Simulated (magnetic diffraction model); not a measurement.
**Moment size from magnetic intensity in Tm2V2HgO7**

Space group Cm (no. 8), a = 6.8450 Å, b = 10.1310 Å, c = 5.6580 Å, β = 98.23°.

```
site  atom       x       y       z
  2a    Hg  0.0531       0  0.4053
  4b    Tm  0.5052  0.1754  0.5018
  2a     V  0.7316       0  0.0964
  2a     V  0.2636       0  0.9068
  4b     O  0.7968  0.1485  0.3395
  2a     O  0.0261       0  0.0404
  2a     O  0.5633       0  0.7763
  2a     O  0.4425       0  0.2270
  4b     O  0.1928  0.1455  0.6399
```

The compound is invented for this exercise: a known structure type with other elements, its cell scaled to their sizes and not relaxed.

Only Tm and V are taken to order (form factors of Tm3+ and V3+); orders and moment sizes are assumed, and not adapted to the symmetry. Radiation: neutrons of λ = 1.594 Å, 2° to 30°; isotropic B of 0.19 Å² (Hg), 0.23 Å² (Tm), 0.3 Å² (V) and 0.35 Å² (O). The intensities are simulated: I ∝ L Σ (|F_N|² + |F_M⊥|²) for unpolarised neutrons, with F_M = 2.695 fm/μB × Σ f(s) S exp(2πi Q·r) exp(−B s²) at Q = H ± k (one set where k and −k are equivalent), only the part normal to Q counting and L = 1/(sin²θ cos θ). For a modulated order the moment at position r is S exp(−2πi k·r) + c.c., with S = m/2 for a sine wave of amplitude m and S = m(u + iv)/2 for moments turning in a plane, u and v being orthogonal unit vectors in it; the phase factor of the sum at Q = H + k is then exp(2πi H·r). Form factors are spin-only for 3d ions and dipole or tabulated for f ions, scattering lengths are Sears's of 1992, and absorption is left out. A label names one of the reflections at its angle. The strongest nuclear line in the range is 100, and lines under 0.2 are left out.

In a first state the assumed order is k = (0 0.183 0), moments turning in the plane of [010] and [100], 5.3 μB on Tm and 1.64 μB on V; signs + at (0.5052, 0.1754, 0.5018), − at (0.5052, 0.8246, 0.5018), + at (0.7316, 0, 0.0964), − at (0.2636, 0, 0.9068), with this pattern:

| 2θ (°) | index | nuclear | magnetic |
| --- | --- | --- | --- |
| 15.41 | (1 0.817 0) | 0.0 | 36.3 |
| 16.27 | (1 1 0) | 9.1 | 0.0 |
| 16.36 | (0 0 1) | 100.0 | 0.0 |
| 16.44 | (0 1.817 0) | 0.0 | 11.5 |
| 16.45 | (0 0.183 1) | 0.0 | 1.9 |
| 17.25 | (1 1.183 0) | 0.0 | 28.5 |
| 18.11 | (0 2 0) | 16.3 | 0.0 |
| 19.78 | (0 2.183 0) | 0.0 | 7.8 |
| 21.07 | (1 0.817 -1) | 0.0 | 26.0 |
| 21.72 | (1 1 -1) | 16.4 | 0.0 |
| 22.47 | (1 1.183 -1) | 0.0 | 21.8 |
| 23.27 | (0 1.817 1) | 0.0 | 17.1 |
| 23.94 | (1 0.817 1) | 0.0 | 21.6 |
| 24.50 | (0 2 1) | 11.3 | 0.0 |
| 24.52 | (1 1 1) | 2.1 | 0.0 |
| 25.19 | (1 1.183 1) | 0.0 | 18.6 |
(The table stops after 16 lines; 5 more lie at higher angle.)

**Question.** Nearer the ordering temperature the line at 15.41° has total intensity 9.1 on the same scale, and all moments have shrunk alike. How large is the Tm moment?

The nuclear part, 0.0, stays, so the magnetic part is 9.1 against 36.3. It goes as m², so m = 5.3 × √(9.1/36.3) = 2.65 μB; the value used was 2.65 μB.

[Logs are printed without paths, hosts, clocks, repeated set-up lines and the standing remarks that a program may print on its own settings, such as how far it seeks lower states.]
